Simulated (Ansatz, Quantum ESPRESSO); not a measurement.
# Mode couplings of LaPb3 (Pm-3m) in a second program, part 2 of 2

Each step names its level of theory.

So far. Step 2 (Relaxation): The largest force is now zero by symmetry and the largest stress component 0.0027 GPa. Step 3 (Second program, ground state): With these potentials, mesh and smearing the cell is at 0.33 GPa. The relaxed cell has a = 4.881 Å (conventional setting).

### 4. Phonons and couplings with ph.x: Fermi–Dirac smearing of 0.1 eV

Level of this step: DFT PBEsol, scalar-relativistic, plane waves, GBRV ultrasoft pseudopotentials (Quantum ESPRESSO).

ph.x gives each mode's frequency and linewidth; λ of a mode follows from Gaussian double-delta sums over the k mesh, here at four widths.

ph.in reads:

```
phonons and couplings
&INPUTPH
  prefix          = 'x'
  outdir          = './tmp'
  tr2_ph          = 1.0d-15
  fildyn          = 'x.dyn'
  fildvscf        = 'dvscf'
  ldisp           = .true.
  nq1             = 2
  nq2             = 2
  nq3             = 2
  electron_phonon = 'simple'
  el_ph_ngauss    = 0
  el_ph_sigma     = 0.00734986
  el_ph_nsigma    = 4
  alpha_mix(1)    = 0.5
  amass(1)        = 138.9055
  amass(2)        = 207.2
/
```

Run with:

```bash
OMP_NUM_THREADS=1 mpirun -n 8 ph.x -nk 8 -in ph.in > ph.x.log
```

The program printed:

```text
[banner, memory and clock lines left out]
Program PHONON v.7.5

     ./tmp/x.save/

     IMPORTANT: XC functional enforced from input :
     Exchange-correlation= PBESOL
                           (   1   4  10   8   0   0   0)
     Any further DFT definition will be discarded
     Please, verify this is what you really want

     G-vector sticks info

     Check: negative core charge=   -0.000002

     negative rho (up, down):  1.022E-01 0.000E+00
     Reading collected, re-writing distributed wavefunctions in ./tmp/

     Dynamical matrices for ( 2, 2, 2)  uniform grid of q-points
     (   4 q-points):
       N         xq(1)         xq(2)         xq(3)
       1   0.000000000   0.000000000   0.000000000
       2   0.000000000   0.000000000  -0.500000000
       3   0.000000000  -0.500000000  -0.500000000
       4  -0.500000000  -0.500000000  -0.500000000

     Number and degeneracy of irreps per q-point
       N         xq(1)         xq(2)         xq(3)   N irreps
       1   0.000000000   0.000000000   0.000000000       4
        3   3   3   3
       2   0.000000000   0.000000000  -0.500000000       8
        1   1   2   2   1   1   2   2
       3   0.000000000  -0.500000000  -0.500000000       9
        1   1   1   1   2   1   1   2   2
       4  -0.500000000  -0.500000000  -0.500000000       5
        1   2   3   3   3

     Saving dvscf to file. Distribute only q points, not irreducible representations.

     Calculation of q =    0.0000000   0.0000000   0.0000000

     phonons and couplings

     bravais-lattice index     =            1
     lattice parameter (alat)  =       9.2239  a.u.
     unit-cell volume          =     784.7671 (a.u.)^3
     number of atoms/cell      =            4
     number of atomic types    =            2
     kinetic-energy cut-off    =      45.0000  Ry
     charge density cut-off    =     360.0000  Ry
     convergence threshold     =      1.0E-15
     beta                      =       0.5000
     number of iterations used =            4
     Exchange-correlation= PBESOL
                           (   1   4  10   8   0   0   0)

     celldm(1)=    9.22388  celldm(2)=    0.00000  celldm(3)=    0.00000
     celldm(4)=    0.00000  celldm(5)=    0.00000  celldm(6)=    0.00000

     crystal axes: (cart. coord. in units of alat)
               a(1) = (  1.0000  0.0000  0.0000 )
               a(2) = (  0.0000  1.0000  0.0000 )
               a(3) = (  0.0000  0.0000  1.0000 )

     reciprocal axes: (cart. coord. in units 2 pi/alat)
               b(1) = (  1.0000  0.0000  0.0000 )
               b(2) = (  0.0000  1.0000  0.0000 )
               b(3) = (  0.0000  0.0000  1.0000 )

     Atoms inside the unit cell:

     Cartesian axes

     site n.  atom      mass           positions (alat units)
        1  La    138.9055   tau(    1) = (    0.00000    0.00000    0.00000  )
        2  Pb    207.2000   tau(    2) = (    0.00000    0.50000    0.50000  )
        3  Pb    207.2000   tau(    3) = (    0.50000    0.00000    0.50000  )
        4  Pb    207.2000   tau(    4) = (    0.50000    0.50000    0.00000  )

     Computing dynamical matrix for
                    q = (   0.0000000   0.0000000   0.0000000 )

     49 Sym.Ops. (with q -> -q+G )

     G cutoff =  775.8360  (  90447 G-vectors)     FFT grid: ( 60, 60, 60)
     G cutoff =  387.9180  (  31919 G-vectors)  smooth grid: ( 40, 40, 40)

     number of k points=    10  Fermi-Dirac smearing, width (Ry)=  0.0073

     PseudoPot. # 1 for La read from file:
     ./pseudo/La.upf
     Pseudo is Ultrasoft + core correction, Zval = 11.0
     Using radial grid of  995 points,  8 beta functions with:
                l(1) =   0
                l(2) =   0
                l(3) =   1
                l(4) =   1
                l(5) =   2
                l(6) =   2
                l(7) =   3
                l(8) =   3
     Q(r) pseudized with  8 coefficients,  rinner =    1.700   1.700   1.700
                                                       1.700   1.700   1.700
                                                       1.700

     PseudoPot. # 2 for Pb read from file:
     ./pseudo/Pb.upf
     Pseudo is Ultrasoft + core correction, Zval = 14.0
     Using radial grid of  899 points,  6 beta functions with:
                l(1) =   0
                l(2) =   0
                l(3) =   1
                l(4) =   1
                l(5) =   2
                l(6) =   2
     Q(r) pseudized with  6 coefficients,  rinner =    1.000   1.000   1.000
                                                       1.000   1.000

     Mode symmetry, O_h (m-3m)  point group:

     Atomic displacements:
     There are    4 irreducible representations

     Representation     1      3 modes -  To be done

     Representation     2      3 modes -  To be done

     Representation     3      3 modes -  To be done

     Representation     4      3 modes -  To be done

     Alpha used in Ewald sum =   2.8000

     negative rho (up, down):  1.022E-01 0.000E+00

     Representation #   1 modes #   1   2   3

     Self-consistent Calculation

     Pert. #  1: Fermi energy shift (Ry) =     0.0000E+00    -3.1347E-38
     Pert. #  2: Fermi energy shift (Ry) =     2.2058E-24    -3.1347E-38
     Pert. #  3: Fermi energy shift (Ry) =     8.2718E-25    -3.1347E-38

      thresh= 1.000E-02 alpha_mix =  0.500 |ddv_scf|^2 =  1.388E-06

     Pert. #  1: Fermi energy shift (Ry) =    -1.3786E-24     1.8367E-40
     Pert. #  2: Fermi energy shift (Ry) =     1.3786E-25     4.8979E-40
     Pert. #  3: Fermi energy shift (Ry) =    -8.6165E-25     0.0000E+00

      thresh= 1.178E-04 alpha_mix =  0.500 |ddv_scf|^2 =  3.880E-07

     Pert. #  1: Fermi energy shift (Ry) =    -1.2063E-25    -1.2245E-40
     Pert. #  2: Fermi energy shift (Ry) =    -2.5849E-26     0.0000E+00
     Pert. #  3: Fermi energy shift (Ry) =     7.5394E-26     0.0000E+00

      thresh= 6.229E-05 alpha_mix =  0.500 |ddv_scf|^2 =  3.516E-10

     Pert. #  1: Fermi energy shift (Ry) =    -4.3082E-26    -1.9132E-42
     Pert. #  2: Fermi energy shift (Ry) =     4.3082E-27     0.0000E+00
     Pert. #  3: Fermi energy shift (Ry) =    -5.6007E-26     0.0000E+00

      thresh= 1.875E-06 alpha_mix =  0.500 |ddv_scf|^2 =  5.664E-11

     Pert. #  1: Fermi energy shift (Ry) =     4.3082E-27     2.3915E-43
     Pert. #  2: Fermi energy shift (Ry) =     1.2925E-26     0.0000E+00
     Pert. #  3: Fermi energy shift (Ry) =     1.4002E-26     2.3915E-43

      thresh= 7.526E-07 alpha_mix =  0.500 |ddv_scf|^2 =  2.954E-13

     Pert. #  1: Fermi energy shift (Ry) =     0.0000E+00     7.1746E-43
[...]
thresh= 5.435E-08 alpha_mix =  0.500 |ddv_scf|^2 =  3.878E-14

[...]
k =-0.5000-0.5000-0.5000 (  4032 PWs)   bands (ev):

[...]
-4.0172  -4.0172  -4.0172   4.1406   4.1406   4.1406   8.0939   9.9442
     9.9442   9.9442  14.3977  14.3977  14.3977  14.5242  14.5242  14.5242
    14.6500  15.2518  15.3266  15.3266  15.8265  15.8265  15.8265  18.3930
    18.3930  18.6222

          k =-1.0000-1.0000-1.0000 (  3911 PWs)   bands (ev):

   -20.4815  -4.4717  -4.4717  -4.4717  -4.4566  -4.3020  -4.3020  -4.2109
    -4.2109  -4.2109  -4.1832  -4.1832  -4.1832  -4.1509  -4.1509  -4.0079
    -3.9960  -3.9960  -3.9960   1.3172   5.6864   5.6864  10.1380  10.1380
    10.1380  13.4510  13.4510  13.4510  14.1098  14.1098  14.2660  14.2660
    14.2660  14.5341  14.7403  14.7403  14.7403  15.2126  15.8303  15.8303
    15.8303  17.5833

     the Fermi energy is    12.6106 ev

     Writing config to output data dir ./tmp/_ph0/x.q_4/x.save/ :
     XML data file

     phonons and couplings

     bravais-lattice index     =            1
     lattice parameter (alat)  =       9.2239  a.u.
     unit-cell volume          =     784.7671 (a.u.)^3
     number of atoms/cell      =            4
     number of atomic types    =            2
     kinetic-energy cut-off    =      45.0000  Ry
     charge density cut-off    =     360.0000  Ry
     convergence threshold     =      1.0E-15
     beta                      =       0.5000
     number of iterations used =            4
     Exchange-correlation= PBESOL
                           (   1   4  10   8   0   0   0)

     celldm(1)=    9.22388  celldm(2)=    0.00000  celldm(3)=    0.00000
     celldm(4)=    0.00000  celldm(5)=    0.00000  celldm(6)=    0.00000

     crystal axes: (cart. coord. in units of alat)
               a(1) = (  1.0000  0.0000  0.0000 )
               a(2) = (  0.0000  1.0000  0.0000 )
               a(3) = (  0.0000  0.0000  1.0000 )

     reciprocal axes: (cart. coord. in units 2 pi/alat)
               b(1) = (  1.0000  0.0000  0.0000 )
               b(2) = (  0.0000  1.0000  0.0000 )
               b(3) = (  0.0000  0.0000  1.0000 )

     Atoms inside the unit cell:

     Cartesian axes

     site n.  atom      mass           positions (alat units)
        1  La    138.9055   tau(    1) = (    0.00000    0.00000    0.00000  )
        2  Pb    207.2000   tau(    2) = (    0.00000    0.50000    0.50000  )
        3  Pb    207.2000   tau(    3) = (    0.50000    0.00000    0.50000  )
        4  Pb    207.2000   tau(    4) = (    0.50000    0.50000    0.00000  )

     Computing dynamical matrix for
                    q = (  -0.5000000  -0.5000000  -0.5000000 )

     49 Sym.Ops. (with q -> -q+G )

     G cutoff =  775.8360  (  90447 G-vectors)     FFT grid: ( 60, 60, 60)
     G cutoff =  387.9180  (  31919 G-vectors)  smooth grid: ( 40, 40, 40)

     number of k points=    20  Fermi-Dirac smearing, width (Ry)=  0.0073

     PseudoPot. # 1 for La read from file:
     ./pseudo/La.upf
     Pseudo is Ultrasoft + core correction, Zval = 11.0
     Using radial grid of  995 points,  8 beta functions with:
[...]
l(7) =   3
                l(8) =   3
     Q(r) pseudized with  8 coefficients,  rinner =    1.700   1.700   1.700
                                                       1.700   1.700   1.700
                                                       1.700

     PseudoPot. # 2 for Pb read from file:
     ./pseudo/Pb.upf
     Pseudo is Ultrasoft + core correction, Zval = 14.0
     Using radial grid of  899 points,  6 beta functions with:
                l(1) =   0
                l(2) =   0
                l(3) =   1
                l(4) =   1
                l(5) =   2
                l(6) =   2
     Q(r) pseudized with  6 coefficients,  rinner =    1.000   1.000   1.000
                                                       1.000   1.000

     Mode symmetry, O_h (m-3m)  point group:

     Atomic displacements:
     There are    5 irreducible representations

     Representation     1      1 modes -  To be done

     Representation     2      2 modes -  To be done

     Representation     3      3 modes -  To be done

     Representation     4      3 modes -  To be done

     Representation     5      3 modes -  To be done

     Alpha used in Ewald sum =   2.8000

     negative rho (up, down):  1.022E-01 0.000E+00

     Representation #   1 mode #   1

     Self-consistent Calculation

[...]
End of self-consistent calculation

     Convergence has been achieved

     Representation #   2 modes #   2   3

     Self-consistent Calculation

[...]
End of self-consistent calculation

     Convergence has been achieved

     Representation #   3 modes #   4   5   6

     Self-consistent Calculation

[...]
End of self-consistent calculation

     Convergence has been achieved

     Representation #   4 modes #   7   8   9

     Self-consistent Calculation

[...]
thresh= 5.695E-08 alpha_mix =  0.500 |ddv_scf|^2 =  3.444E-15

      thresh= 5.869E-09 alpha_mix =  0.500 |ddv_scf|^2 =  4.935E-16

     End of self-consistent calculation

     Convergence has been achieved

     Representation #   5 modes #  10  11  12

     Self-consistent Calculation

      thresh= 1.000E-02 alpha_mix =  0.500 |ddv_scf|^2 =  1.820E-07

      thresh= 4.266E-05 alpha_mix =  0.500 |ddv_scf|^2 =  9.145E-10

      thresh= 3.024E-06 alpha_mix =  0.500 |ddv_scf|^2 =  1.760E-10

      thresh= 1.327E-06 alpha_mix =  0.500 |ddv_scf|^2 =  1.453E-12

      thresh= 1.205E-07 alpha_mix =  0.500 |ddv_scf|^2 =  7.036E-15

      thresh= 8.388E-09 alpha_mix =  0.500 |ddv_scf|^2 =  8.810E-16

     End of self-consistent calculation

     Convergence has been achieved

     Number of q in the star =    1
     List of q in the star:
          1  -0.500000000  -0.500000000  -0.500000000

     Diagonalizing the dynamical matrix

     q = (   -0.500000000  -0.500000000  -0.500000000 )

 **************************************************************************
[...]
freq (    5) =       1.028373 [THz] =      34.302837 [cm-1]
     freq (    6) =       1.595462 [THz] =      53.218880 [cm-1]
     freq (    7) =       1.595462 [THz] =      53.218880 [cm-1]
     freq (    8) =       1.595462 [THz] =      53.218880 [cm-1]
     freq (    9) =       1.974573 [THz] =      65.864656 [cm-1]
     freq (   10) =       3.489956 [THz] =     116.412398 [cm-1]
     freq (   11) =       3.489956 [THz] =     116.412398 [cm-1]
     freq (   12) =       3.489956 [THz] =     116.412398 [cm-1]
 **************************************************************************

     Mode symmetry, O_h (m-3m)  point group:

     freq (   1-   2) =         33.4  [cm-1]   --> E_u  G_12' G_3-
     freq (   3-   5) =         34.3  [cm-1]   --> T_1u G_15  G_4-
     freq (   6-   8) =         53.2  [cm-1]   --> T_2u G_25  G_5-
     freq (   9-   9) =         65.9  [cm-1]   --> A_2u G_2'  G_2-
     freq (  10-  12) =        116.4  [cm-1]   --> T_1u G_15  G_4-

     Gaussian Broadening:   0.007 Ry, ngauss=   0
     DOS = 31.927380 states/spin/Ry/Unit Cell at Ef= 12.660565 eV
     double delta at Ef =**********
[...]
Gaussian Broadening:   0.015 Ry, ngauss=   0
     DOS = 25.247206 states/spin/Ry/Unit Cell at Ef= 12.623204 eV
     double delta at Ef =**********
[...]
Gaussian Broadening:   0.022 Ry, ngauss=   0
     DOS = 21.829357 states/spin/Ry/Unit Cell at Ef= 12.590900 eV
     double delta at Ef =**********
[...]
Gaussian Broadening:   0.029 Ry, ngauss=   0
     DOS = 19.828792 states/spin/Ry/Unit Cell at Ef= 12.563066 eV
     double delta at Ef =929.169198
[...]
lambda(    5)=  0.3743   gamma=    7.50 GHz
     lambda(    6)=  0.0261   gamma=    1.26 GHz
     lambda(    7)=  0.0261   gamma=    1.26 GHz
     lambda(    8)=  0.0261   gamma=    1.26 GHz
     lambda(    9)=  0.1894   gamma=   13.98 GHz
     lambda(   10)=  0.0258   gamma=    5.95 GHz
     lambda(   11)=  0.0258   gamma=    5.95 GHz
     lambda(   12)=  0.0258   gamma=    5.95 GHz
```

Elapsed: 24 min, on 8 MPI ranks of Arm Neoverse V2, shared host.

This step gave:

```
highest frequency, solved or plainly interpolated : 116.4 cm⁻¹
omega log against width                           : 6.552, 6.654, 6.649, 6.72 meV, at widths 0.1 to 0.4 eV
```

As ph.x prints them, no sum rule imposed; at the zone centre the sum is no linewidth. Double-delta sums, the first 40 of 48 rows:

| q1 | q2 | q3 | star | mode | omega (meV) | lambda_q, sigma 0.1 eV | lambda_q, sigma 0.2 eV | lambda_q, sigma 0.3 eV | lambda_q, sigma 0.4 eV | half width at sigma 0.2 (meV) |
| --- | --- | --- | --- | --- | --- | --- | --- | --- | --- | --- |
| 0 | 0 | 0 | 1 | 1 | -0.9845 | 0 | 0 | 0 | 0 | 8.27e-5 |
| 0 | 0 | 0 | 1 | 2 | -0.9845 | 0 | 0 | 0 | 0 | 8.27e-5 |
| 0 | 0 | 0 | 1 | 3 | -0.9845 | 0 | 0 | 0 | 0 | 8.27e-5 |
| 0 | 0 | 0 | 1 | 4 | 6.644 | 0 | 0.0293 | 0.0647 | 0.0888 | 0.007527 |
| 0 | 0 | 0 | 1 | 5 | 6.644 | 0 | 0.0293 | 0.0647 | 0.0888 | 0.007527 |
| 0 | 0 | 0 | 1 | 6 | 6.644 | 0 | 0.0293 | 0.0647 | 0.0888 | 0.007527 |
| 0 | 0 | 0 | 1 | 7 | 8.281 | 0.4178 | 0.1267 | 0.0693 | 0.046 | 0.05066 |
| 0 | 0 | 0 | 1 | 8 | 8.281 | 0.4178 | 0.1267 | 0.0693 | 0.046 | 0.05066 |
| 0 | 0 | 0 | 1 | 9 | 8.281 | 0.4178 | 0.1267 | 0.0693 | 0.046 | 0.05066 |
| 0 | 0 | 0 | 1 | 10 | 13.57 | 0 | 0.0149 | 0.0337 | 0.0367 | 0.01601 |
| 0 | 0 | 0 | 1 | 11 | 13.57 | 0 | 0.0149 | 0.0337 | 0.0367 | 0.01601 |
| 0 | 0 | 0 | 1 | 12 | 13.57 | 0 | 0.0149 | 0.0337 | 0.0367 | 0.01601 |
| 0 | 0 | -0.5 | 3 | 1 | 4.957 | 0.4631 | 0.1646 | 0.1134 | 0.1005 | 0.02357 |
| 0 | 0 | -0.5 | 3 | 2 | 4.957 | 0.4631 | 0.1646 | 0.1134 | 0.1005 | 0.02357 |
| 0 | 0 | -0.5 | 3 | 3 | 5.86 | 0.0578 | 0.0204 | 0.0206 | 0.0293 | 0.004094 |
| 0 | 0 | -0.5 | 3 | 4 | 5.86 | 0.0578 | 0.0204 | 0.0206 | 0.0293 | 0.004094 |
| 0 | 0 | -0.5 | 3 | 5 | 7.156 | 0.4697 | 0.2341 | 0.1741 | 0.1322 | 0.06989 |
| 0 | 0 | -0.5 | 3 | 6 | 8.566 | 0.5798 | 0.2443 | 0.1823 | 0.1413 | 0.1045 |
| 0 | 0 | -0.5 | 3 | 7 | 8.761 | 0.3028 | 0.1764 | 0.1264 | 0.1028 | 0.07891 |
| 0 | 0 | -0.5 | 3 | 8 | 8.761 | 0.3028 | 0.1764 | 0.1264 | 0.1028 | 0.07891 |
| 0 | 0 | -0.5 | 3 | 9 | 9.067 | 0.3727 | 0.2259 | 0.2221 | 0.2029 | 0.1083 |
| 0 | 0 | -0.5 | 3 | 10 | 10.19 | 0.0554 | 0.0202 | 0.0148 | 0.0143 | 0.01224 |
| 0 | 0 | -0.5 | 3 | 11 | 12.32 | 0.023 | 0.0124 | 0.0204 | 0.03 | 0.011 |
| 0 | 0 | -0.5 | 3 | 12 | 12.32 | 0.023 | 0.0124 | 0.0204 | 0.03 | 0.011 |
| 0 | -0.5 | -0.5 | 3 | 1 | 4.614 | 0.3521 | 0.1466 | 0.1256 | 0.1114 | 0.0182 |
| 0 | -0.5 | -0.5 | 3 | 2 | 5.287 | 0.3937 | 0.1761 | 0.1589 | 0.1435 | 0.0287 |
| 0 | -0.5 | -0.5 | 3 | 3 | 5.287 | 0.3937 | 0.1761 | 0.1589 | 0.1435 | 0.0287 |
| 0 | -0.5 | -0.5 | 3 | 4 | 7.286 | 0.0575 | 0.017 | 0.0104 | 0.0112 | 0.005252 |
| 0 | -0.5 | -0.5 | 3 | 5 | 7.68 | 0 | 9.00e-4 | 0.0057 | 0.0196 | 2.89e-4 |
| 0 | -0.5 | -0.5 | 3 | 6 | 8.139 | 1.523 | 0.4878 | 0.2855 | 0.2011 | 0.1883 |
| 0 | -0.5 | -0.5 | 3 | 7 | 8.924 | 0.0441 | 0.0159 | 0.0167 | 0.0271 | 0.007403 |
| 0 | -0.5 | -0.5 | 3 | 8 | 8.924 | 0.0441 | 0.0159 | 0.0167 | 0.0271 | 0.007403 |
| 0 | -0.5 | -0.5 | 3 | 9 | 9.245 | 0 | 0.0021 | 0.0095 | 0.0326 | 0.001075 |
| 0 | -0.5 | -0.5 | 3 | 10 | 9.755 | 0.3064 | 0.1538 | 0.1118 | 0.0953 | 0.08528 |
| 0 | -0.5 | -0.5 | 3 | 11 | 12.28 | 0.4049 | 0.1363 | 0.0838 | 0.0612 | 0.1198 |
| 0 | -0.5 | -0.5 | 3 | 12 | 12.28 | 0.4049 | 0.1363 | 0.0838 | 0.0612 | 0.1198 |
| -0.5 | -0.5 | -0.5 | 1 | 1 | 4.145 | 0.0079 | 0.084 | 0.1738 | 0.1796 | 0.008395 |
| -0.5 | -0.5 | -0.5 | 1 | 2 | 4.145 | 0.0079 | 0.084 | 0.1738 | 0.1796 | 0.008395 |
| -0.5 | -0.5 | -0.5 | 1 | 3 | 4.253 | 2.482 | 0.8496 | 0.5256 | 0.3743 | 0.08958 |
| -0.5 | -0.5 | -0.5 | 1 | 4 | 4.253 | 2.482 | 0.8496 | 0.5256 | 0.3743 | 0.08958 |

Mean over the q mesh without its centre; few wavevectors enter, so none of the widths can be taken as converged. Table of coupling constant λ, lambda by Gaussian width:

| Gaussian width (eV) | coupling constant λ, lambda |
| --- | --- |
| 0.100 | 4.33 |
| 0.200 | 1.73 |
| 0.300 | 1.28 |
| 0.400 | 1.10 |

λ runs from 4.33 at 0.1 eV to 1.10 at 0.4 eV.

### 5. Outcome

```yaml
phonon_run_of_the_rows_without_a_label_of_their_own: PBEsol, q 2×2×2, k 4×4×4
coupling_lambda_by_gaussian_sums_at_0p2_ev_quantum_espresso_gbrv_cutoff_612_ev_q_2x2x2_k_4x4x4: 1.73
```

What this shows: Under gradient-corrected functionals ph.x can misplace modes where the density is low; no frozen-phonon run checks these frequencies. In the last run that gave them, λ from the Gaussian sums still varies by a factor of 3.9 between widths of 0.1 and 0.4 eV; these sums hold few wavevectors and leave out the zone centre. Spin–orbit coupling, left out here, matters for Pb.

[Logs are printed without paths, hosts, clocks, repeated set-up lines and the standing remarks that a program may print on its own settings, such as how far it seeks lower states.]

[Hosts, paths, dates, database ids (printed as entryN), source tags and the programs' standing remarks are cut or masked in the printed files.]
